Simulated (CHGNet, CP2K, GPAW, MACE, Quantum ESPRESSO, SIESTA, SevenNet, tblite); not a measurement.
## Running random packing of Si51C37H13 (at. %) (71 atoms) with SIESTA

Aim: run random packing of Si51C37H13 (at. %) (71 atoms) in SIESTA and see how near its forces come to a plane-wave reference, and at what cost.

Method: the method is named at each step, in SIESTA 5.4.2.

**1. The structure**

The cell holds 71 atoms: 36 Si, 26 C and 9 H. Cell: a = 9.930 Å, b = 9.930 Å, c = 9.930 Å, α = 90.0°, β = 90.0°, γ = 90.0°. 71 atoms (36 Si, 26 C, 9 H) packed at random in a cube at 2.26 g/cm³ and pushed apart as soft spheres; a start for melting by ab initio MD, not an equilibrated structure. Then every atom was moved at random, 0.03 Å r.m.s. a Cartesian component (hydrogen 0.6 of that).

The yardstick, on the same geometry:

* method: Kohn-Sham DFT, PBE, SSSP efficiency 1.3.0 pseudopotentials, plane waves (Quantum ESPRESSO 7.5); sssp-pbe-1.3.0-efficiency, cutoffs 45/360 Ry, Γ point
* r.m.s. force component: 1.405 eV/Å
* longest force: 6.3 eV/Å
* pressure: -6.203 GPa
* time: 98 s on 4 MPI ranks of Arm Neoverse V1, shared host
* CPU time: 6.5 min

**2. PBE, DZP, shift 0.01 Ry, mesh 300 Ry**

Method: Kohn-Sham DFT, PBE, PseudoDojo 0.4.1 norm-conserving pseudopotentials (converted to PSML), numerical atomic orbitals (DZP), diagonalisation.

The .psml files are PseudoDojo norm-conserving potentials that we converted to this format, checked against plane waves on the same files for H, C, O, Si, Ge and Ca alone.

Input file input.fdf:

```
SystemLabel cell
NumberOfAtoms 71
NumberOfSpecies 3
%block ChemicalSpeciesLabel
  1 14 Si
  2 6 C
  3 1 H
%endblock ChemicalSpeciesLabel
LatticeConstant 1.0 Ang
%block LatticeVectors
  9.92950 0.00000 0.00000
  0.00000 9.92950 0.00000
  0.00000 0.00000 9.92950
%endblock LatticeVectors
PAO.BasisSize DZP
PAO.EnergyShift 0.01 Ry
XC.Functional GGA
XC.Authors PBE
MeshCutoff 300 Ry
%block kgrid_Monkhorst_Pack
  1 0 0 0.0
  0 1 0 0.0
  0 0 1 0.0
%endblock kgrid_Monkhorst_Pack
SolutionMethod diagon
OccupationFunction FD
ElectronicTemperature 580 K
SCF.Mixer.Method Pulay
SCF.Mixer.Weight 0.05
SCF.Mixer.History 8
SCF.Mix Hamiltonian
MaxSCFIterations 300
SCF.DM.Tolerance 1e-04
SCF.H.Tolerance 1.0e-3 eV
WriteForces T
Write.HirshfeldPop T
Write.VoronoiPop T
Write.DM F
Write.H F
XML.Write F
AtomicCoordinatesFormat Fractional
%block AtomicCoordinatesAndAtomicSpecies
  0.29602 0.35949 0.82707 1
  0.04819 0.26081 0.40848 1
  0.40965 0.15355 0.79712 1
  0.35282 0.43560 0.48946 1
  0.77283 0.56418 0.82703 1
  0.81199 0.55672 0.29752 1
  0.74649 0.16747 0.73300 1
  0.49883 0.97395 0.07498 1
  0.56544 0.70095 0.95902 1
  0.28369 0.10331 0.52912 1
  0.67798 0.51178 0.09080 1
  0.18088 0.34270 0.62978 1
  0.89195 0.36206 0.29121 1
  0.02971 0.36460 0.91881 1
  0.43708 0.28258 0.03304 1
  0.03447 0.60326 0.00033 1
  0.86743 0.62850 0.53316 1
  0.36522 0.54891 0.73741 1
  0.08265 0.68321 0.74097 1
  0.73451 0.87060 0.05782 1
  0.37096 0.75932 0.86406 1
  0.65648 0.84262 0.39335 1
  0.90601 0.21600 0.08965 1
  0.57761 0.79880 0.19531 1
  0.86696 0.14612 0.28858 1
  0.78038 0.94880 0.24943 1
  0.97946 0.82137 0.35931 1
  0.46300 0.97008 0.45773 1
  0.63589 0.16851 0.99508 1
  0.10991 0.16091 0.76177 1
  0.57799 0.18626 0.59290 1
  0.25312 0.56978 0.93552 1
  0.22418 0.36243 0.29890 1
  0.66492 0.08144 0.42249 1
  0.37120 0.04455 0.24291 1
  0.70548 0.87824 0.81331 1
  0.99559 0.52697 0.35996 2
  0.05173 0.98640 0.67839 2
  0.52942 0.41634 0.62566 2
  0.16662 0.06031 0.33289 2
  0.72006 0.84805 0.59569 2
  0.22017 0.28075 0.01102 2
  0.61513 0.31729 0.80311 2
  0.71374 0.42589 0.42069 2
  0.05285 0.72518 0.14410 2
  0.81530 0.05971 0.04077 2
  0.99493 0.50747 0.62366 2
  0.86443 0.30235 0.82446 2
  0.77036 0.33927 0.64147 2
  0.57305 0.16237 0.23433 2
  0.39848 0.78621 0.38236 2
  0.55601 0.29175 0.43683 2
  0.58721 0.70194 0.75472 2
  0.45976 0.52256 0.05586 2
  0.28637 0.87615 0.22233 2
  0.18620 0.58677 0.52547 2
[... 11 atom lines left out ...]
  0.27298 0.65829 0.30463 3
  0.91520 0.80393 0.66362 3
  0.10467 0.13001 0.11905 3
  0.83595 0.72812 0.21087 3
%endblock AtomicCoordinatesAndAtomicSpecies
```

Started as:

```sh
$ OMP_NUM_THREADS=1 mpirun -np 2 siesta < input.fdf > output.txt
```

Log:

```text
Version         : 5.4.2
reinit: System Name:
reinit: System Label: cell
initatom: Reading input for the pseudopotentials and atomic orbitals ----------
Species number:   1 Atomic number:   14 Label: Si
Species number:   2 Atomic number:    6 Label: C
Species number:   3 Atomic number:    1 Label: H
Ground state valence configuration (from tables):   3s02  3p02  3d00  4f00
Ground state valence configuration (from tables):   2s02  2p02  3d00  4f00
Ground state valence configuration (from tables):   1s01  2p00  3d00  4f00
---- Processing specs for species: Si
GGA--PBE XC_GGA_X_PBE--XC_GGA_C_PBE pb
---- Processing specs for species: C
GGA--PBE XC_GGA_X_PBE--XC_GGA_C_PBE pb
---- Processing specs for species: H
GGA--PBE XC_GGA_X_PBE--XC_GGA_C_PBE pb
Si pseudopotential only contains V_ls up to l=2 -- lmxkb reset.
C pseudopotential only contains V_ls up to l=1 -- lmxkb reset.
H pseudopotential only contains V_ls up to l=1 -- lmxkb reset.
Using PAO.SplitTailNorm
%block ChemicalSpeciesLabel
    1   14 Si                      # Species index, atomic number, species label
    2    6 C                       # Species index, atomic number, species label
    3    1 H                       # Species index, atomic number, species label
%endblock ChemicalSpeciesLabel
%block PAO.Basis                 # Define Basis set
Si                    2                    # Species label, number of l-shells
 n=3   0   2                         # n, l, Nzeta
   5.392      3.847
   1.000      1.000
 n=3   1   2 P   1                   # n, l, Nzeta, Polarization, NzetaPol
   6.844      4.952
   1.000      1.000
C                     2                    # Species label, number of l-shells
 n=2   0   2                         # n, l, Nzeta
   4.484      3.048
   1.000      1.000
 n=2   1   2 P   1                   # n, l, Nzeta, Polarization, NzetaPol
   5.436      3.692
   1.000      1.000
H                     1                    # Species label, number of l-shells
 n=1   0   2 P   1                   # n, l, Nzeta, Polarization, NzetaPol
   5.233      3.529
   1.000      1.000
%endblock PAO.Basis
coor:   Atomic-coordinates input format  =     Fractional
siesta: System type = bulk
initatomlists: Number of atoms, orbitals, and projectors:     71   851   901
siesta: ******************** Simulation parameters ****************************
Total number of electrons:   257.000000
Total ionic charge:   257.000000
 Kpoints in:            1 . Kpoints trimmed:            1
siesta: k-grid: Number of k-points = 1
siesta: k-points from Monkhorst-Pack grid
siesta: k-cutoff (effective) =     4.965 Ang
siesta: k-point supercell and displacements
siesta: k-grid:     1     0     0      0.000
siesta: k-grid:     0     1     0      0.000
siesta: k-grid:     0     0     1      0.000
                     ====================================
                        Single-point calculation
                     ====================================
outcell: Unit cell vectors (Ang):
        9.929500    0.000000    0.000000
        0.000000    9.929500    0.000000
        0.000000    0.000000    9.929500
outcell: Cell vector modules (Ang)   :    9.929500    9.929500    9.929500
outcell: Cell angles (23,13,12) (deg):     90.0000     90.0000     90.0000
outcell: Cell volume (Ang**3)        :    978.9988
Gamma-point calculation with multiply-connected orbital pairs
Gamma-point calculation with multiply-connected orbital pairs
Folding of H and S implicitly performed
Folding of H and S implicitly performed
new_DM -- step:     1
Initializing Density Matrix...
Attempting to read DM from file... Failed...
DM filled with atomic data:
InitMesh: MESH = 108 x 108 x 108 = 1259712
InitMesh: Mesh cutoff (required, used) =   300.000   326.960 Ry
stepf: Fermi-Dirac step function
        iscf     Eharris(eV)        E_KS(eV)     FreeEng(eV)     dDmax    Ef(eV) dHmax(eV)
   scf:    1    -8283.956576    -8379.164923    -8379.408875  1.713264 -4.723004  8.518366
   scf:    2    -8397.530340    -8390.687354    -8390.916775  0.117428 -4.692973  4.191435
   scf:    3    -8398.277746    -8394.943532    -8395.176930  0.030328 -4.674692  2.762153
   scf:    4    -8399.266214    -8397.523280    -8397.763813  0.041307 -4.659211  1.167634
   scf:    5    -8398.858453    -8398.302441    -8398.548336  0.025256 -4.656919  0.909698
   scf:    6    -8398.762371    -8398.557337    -8398.806237  0.011065 -4.661358  0.655419
[...]
scf:   18    -8398.802623    -8398.802606    -8399.058826  0.000224 -4.719893  0.004119
   scf:   19    -8398.802673    -8398.802640    -8399.058835  0.000169 -4.719967  0.001223
   scf:   20    -8398.802669    -8398.802654    -8399.058837  0.000061 -4.719963  0.000778
SCF Convergence by DM+H criterion
max |DM_out - DM_in|         :     0.0000609872
max |H_out - H_in|      (eV) :     0.0007777836
SCF cycle converged after 20 iterations
Using DM_out to compute the final energy and forces
siesta: E_KS(eV) =            -8398.8027
siesta: E_KS - E_eggbox =     -8398.8027
siesta: Atomic forces (eV/Ang):
     1   -0.636794   -2.152907    2.063796
     2    1.171818   -2.697130    2.649098
     3    1.207772   -0.656638   -0.694174
     4    0.851186    1.201512    0.725850
     5   -0.783490   -0.139912   -0.239271
     6   -2.373359    4.289077    0.454651
[...]
69    0.141877   -0.480781   -0.085240
    70   -0.446335    0.566748   -0.366981
    71    0.280107   -1.080509    0.507927
----------------------------------------
   Tot    0.001124    0.001034    0.002547
----------------------------------------
   Max    6.208314
   Res    1.433369    sqrt( Sum f_i^2 / 3N )
----------------------------------------
   Max    6.208314    constrained
Stress tensor Voigt[x,y,z,yz,xz,xy] (kbar):       69.84       50.26       28.10       -8.43       13.24       -7.23
(Free)E + p*V (eV/cell)    -8429.2445
Target enthalpy (eV/cell)    -8399.0588
siesta: Program's energy decomposition (eV):
siesta: Ebs     =     -2651.559682
siesta: Eions   =     14596.193018
siesta: Ena     =      4368.228307
siesta: Ekin    =      4059.980777
siesta: Enl     =       570.050309
siesta: DEna    =       163.781926
siesta: DUscf   =         7.797031
siesta: Ex      =     -2649.664560
siesta: Ec      =      -322.783426
siesta: Exc     =     -2972.447986
siesta: Eharris =     -8398.802669
siesta: Etot    =     -8398.802654
siesta: FreeEng =     -8399.058837
siesta: Final energy (eV):
siesta:  Band Struct. =   -2651.559682
siesta:       Kinetic =    4059.980777
siesta:       Hartree =    1467.683402
siesta:         Exch. =   -2649.664560
siesta:         Corr. =    -322.783426
siesta:   Exch.-corr. =   -2972.447986
siesta:  Ion-electron =   -6475.030263
siesta:       Ion-ion =   -4478.988585
siesta:         Total =   -8398.802654
siesta:         Fermi =      -4.719963
siesta: Stress tensor (static) (eV/Ang**3):
siesta:     0.043591   -0.004514    0.008264
siesta:    -0.004513    0.031369   -0.005259
siesta:     0.008264   -0.005259    0.017539
siesta: Cell volume =        978.998757 Ang**3
siesta: Pressure (static):
siesta:                Solid            Molecule  Units
siesta:          -0.00033582         -0.00033188  Ry/Bohr**3
siesta:          -0.03083318         -0.03047227  eV/Ang**3
siesta:         -49.40020052        -48.82196085  kBar
    Orbital volume contribution        =          39.410237 eV
    (Free)E + p_basis*V_orbitals       =       -8359.648600 eV
    (Free)Eharris+ p_basis*V_orbitals  =       -8359.648614 eV
Hirshfeld Atomic Populations:
Atom #   charge [q] valence [e]  Species
     1    -0.011157    4.011157  Si
     2     0.074631    3.925369  Si
     3     0.062927    3.937073  Si
     4     0.089979    3.910021  Si
     5     0.132652    3.867348  Si
     6     0.045484    3.954516  Si
[...]
37    -0.090877    4.090877  C
    38    -0.064605    4.064605  C
    39    -0.065351    4.065351  C
    40    -0.117778    4.117778  C
    41    -0.071042    4.071042  C
    42    -0.123923    4.123923  C
[...]
63    -0.057760    1.057760  H
    64    -0.050544    1.050544  H
    65    -0.028209    1.028209  H
    66    -0.036171    1.036171  H
    67    -0.072871    1.072871  H
    68     0.007805    0.992195  H
[...]
--------------------
 Total    -0.000017
Voronoi Atomic Populations:
Atom #   charge [q] valence [e]  Species
[...]
34     0.111407    3.888593  Si
    35     0.119718    3.880282  Si
    36     0.214541    3.785459  Si
[...]
60    -0.135542    4.135542  C
    61    -0.236832    4.236832  C
    62    -0.077013    4.077013  C
[...]
69    -0.094124    1.094124  H
    70    -0.046059    1.046059  H
    71    -0.089449    1.089449  H
--------------------
 Total    -0.000017
```

Elapsed: 2.5 min, on 2 MPI ranks of Arm Neoverse V1, shared host; peak memory 1.3 GiB; 5 min of CPU time.

Banners, paths, timers and routine set-up lines are dropped from the logs unmarked, and long logs keep their key lines alone; longer cuts are marked.

Numbers from this run, and their distance from the reference:

| Quantity | Value |
| --- | --- |
| r.m.s. force component | 1.433 eV/Å |
| r.m.s. difference of force components | 106.7 meV/Å |
| longest difference of force vectors | 472 meV/Å |
| force difference over r.m.s. force | 7.591 % |
| slope of forces against the reference's | 1.017 |
| correlation of force components | 0.9974 |
| pressure | -4.94 GPa |
| pressure difference | 1.263 GPa |

Length of the force difference by element (eV/Å):

| element | atoms | mean | most |
| --- | --- | --- | --- |
| C | 26 | 0.19 | 0.40 |
| H | 9 | 0.020 | 0.038 |
| Si | 36 | 0.17 | 0.47 |

A closer look about Si27, whose charge lies farthest from its element's mean: 11 atoms, nearest first, numbered in the order of the input, with positions taken from that point.

| atom | x | y | z | distance (Å) | bonds | Hirshfeld charge (e) | Fx | Fy | Fz (eV/Å) |
| --- | --- | --- | --- | --- | --- | --- | --- | --- | --- |
| Si27 | 0.00 | 0.00 | 0.00 | 0.00 | 2 | 0.17 | -0.02 | 0.32 | -0.46 |
| H71 | -1.42 | -0.93 | -1.47 | 2.25 | 0 | -0.05 | 0.28 | -1.08 | 0.51 |
| C45 | 0.73 | -0.96 | -2.14 | 2.45 | 1 | -0.08 | -0.62 | -0.10 | 0.78 |
| C60 | -0.79 | 2.12 | 1.07 | 2.51 | 1 | -0.08 | -0.20 | 0.25 | -0.51 |
| Si26 | -1.98 | 1.27 | -1.09 | 2.59 | 6 | 0.00 | 2.72 | 0.28 | 1.04 |
| Si17 | -1.11 | -1.92 | 1.73 | 2.81 | 3 | 0.10 | 0.95 | 0.08 | 0.43 |
| C37 | 0.16 | -2.92 | 0.01 | 2.93 | 2 | -0.09 | -0.75 | -0.50 | -0.05 |
| C40 | 1.86 | 2.37 | -0.26 | 3.03 | 1 | -0.12 | 1.54 | 0.99 | 0.40 |
| H69 | -0.64 | -0.17 | 3.02 | 3.09 | 0 | -0.04 | 0.14 | -0.48 | -0.09 |
| Si6 | -1.66 | -2.63 | -0.61 | 3.17 | 5 | 0.05 | -2.37 | 4.29 | 0.45 |
| Si22 | -3.21 | 0.21 | 0.34 | 3.23 | 5 | 0.05 | -0.02 | -1.82 | 6.21 |

Forces lie 7.6 % from the reference's, at 0.76 times its CPU time (on 2 against 4 cores).

**3. PBE, TZP, shift 0.01 Ry, mesh 300 Ry**

Method: Kohn-Sham DFT, PBE, PseudoDojo 0.4.1 norm-conserving pseudopotentials (converted to PSML), numerical atomic orbitals (TZP), diagonalisation.

input.fdf, as its differences from that of step 2:

```diff
@@ -14,3 +14,3 @@
 %endblock LatticeVectors
-PAO.BasisSize DZP
+PAO.BasisSize TZP
 PAO.EnergyShift 0.01 Ry
```

Log:

```text
Version         : 5.4.2
reinit: System Name:
reinit: System Label: cell
initatom: Reading input for the pseudopotentials and atomic orbitals ----------
Species number:   1 Atomic number:   14 Label: Si
Species number:   2 Atomic number:    6 Label: C
Species number:   3 Atomic number:    1 Label: H
Ground state valence configuration (from tables):   3s02  3p02  3d00  4f00
[... lines left out ...]
SCF Convergence by DM+H criterion
[... lines left out ...]
SCF cycle converged after 20 iterations
[... lines left out ...]
   Max    6.258828
[... lines left out ...]
   Max    6.258828    constrained
Stress tensor Voigt[x,y,z,yz,xz,xy] (kbar):       72.41       51.87       30.24       -7.59       12.91       -7.72
[... lines left out ...]
siesta: FreeEng =     -8401.756859
[... lines left out ...]
siesta:         Fermi =      -4.731707
[... lines left out ...]
siesta:         -51.50851052        -49.87269757  kBar
[... lines left out ...]
    (Free)E + p_basis*V_orbitals       =       -8352.456794 eV
    (Free)Eharris+ p_basis*V_orbitals  =       -8352.456810 eV
Hirshfeld Atomic Populations:
Atom #   charge [q] valence [e]  Species
     1    -0.009986    4.009986  Si
     2     0.076210    3.923790  Si
     3     0.064321    3.935679  Si
[...]
37    -0.092313    4.092313  C
    38    -0.066451    4.066451  C
    39    -0.066517    4.066517  C
[...]
63    -0.058190    1.058190  H
    64    -0.050038    1.050038  H
    65    -0.028186    1.028186  H
[...]
--------------------
 Total    -0.000013
Voronoi Atomic Populations:
Atom #   charge [q] valence [e]  Species
[...]
35     0.122025    3.877975  Si
    36     0.218513    3.781487  Si
[...]
61    -0.242752    4.242752  C
    62    -0.078543    4.078543  C
[...]
70    -0.042315    1.042315  H
    71    -0.090282    1.090282  H
--------------------
 Total    -0.000014
```

Elapsed: 3.5 min, on 2 MPI ranks; peak memory 1.5 GiB; 7 min of CPU time.

Compared with the plane-wave run:

```
r.m.s. force component                  : 1.442 eV/Å
r.m.s. difference of force components   : 102.9 meV/Å
longest difference of force vectors     : 463.8 meV/Å
force difference over r.m.s. force      : 7.319 %
slope of forces against the reference's : 1.024
correlation of force components         : 0.9977
pressure                                : -5.151 GPa
pressure difference                     : 1.052 GPa
```

Against the first run (7.6 %), the force difference from the reference is 7.3 %, at 1.4 times the CPU time, with 1108 basis functions against 851.

The run ends at a pressure of -5.15 GPa, with forces up to 6.5 eV/Å.

**4. Side by side**

Differences are against the plane-wave reference, forces as r.m.s. over components; share is that over the reference's r.m.s. force, slope the least-squares factor from reference forces to these. Total energies of different programs have different zeros and aren't compared.

| run | Δ force, r.m.s. (meV/Å) | share (%) | slope | Δ pressure (GPa) | cores | CPU time | memory (GiB) |
| --- | --- | --- | --- | --- | --- | --- | --- |
| reference | - | - | - | - | 4 | 6.5 min | 2.4 |
| SIESTA PBE, DZP, shift 0.01 Ry, mesh 300 Ry | 107 | 7.59 | 1.017 | 1.26 | 2 | 5 min | 1.3 |
| SIESTA PBE, TZP, shift 0.01 Ry, mesh 300 Ry | 103 | 7.32 | 1.024 | 1.05 | 2 | 7 min | 1.5 |

CPU time is summed over cores on a shared host, where runs went side by side, so it is rough. Symmetry, cutoffs, thresholds, outputs and thread counts weren't matched or tuned between programs; memory under MPI is the largest rank's times the ranks.

**5. What came out**

```
nearest in forces : SIESTA PBE, TZP, shift 0.01 Ry, mesh 300 Ry, 7.3 %
its CPU time      : 7 min
```

The PBE runs in local orbitals differ by 7.3 % (SIESTA PBE, TZP, shift 0.01 Ry, mesh 300 Ry) to 7.6 % (SIESTA PBE, DZP, shift 0.01 Ry, mesh 300 Ry); basis, grid and potentials can all enter. None of the electronic-structure runs in the table takes under half the reference's CPU time of 6.5 min; they take 0.76 to 1.1 times as much. The reference's pressure holds the uncorrected Pulay stress of its 45 Ry basis, so small pressure differences, and their order, may be the reference's own error. The electron count is odd in these runs, and they have no spin polarisation, so the unpaired electron is spread evenly over both spins. The reference's stress is far from hydrostatic: its diagonal is -8.2, -6.3, -4.1 GPa, compression counted positive. The reference's pressure of -6.2 GPa belongs to a cell and atoms that aren't relaxed at this level. The electronic-structure runs sample only Γ, in a cell whose shortest periodic width is 10 Å, which is coarse for a cell with partly filled levels.

[Also dropped from logs without a mark: logging warnings of Python, and SIESTA's first energy breakdown and zero terms.]

[Logs are printed without paths, hosts, clocks, repeated set-up lines and the standing remarks that a program may print on its own settings, such as how far it seeks lower states.]

[Hosts, paths, dates, database ids (printed as entryN), source tags and the programs' standing remarks are cut or masked in the printed files.]
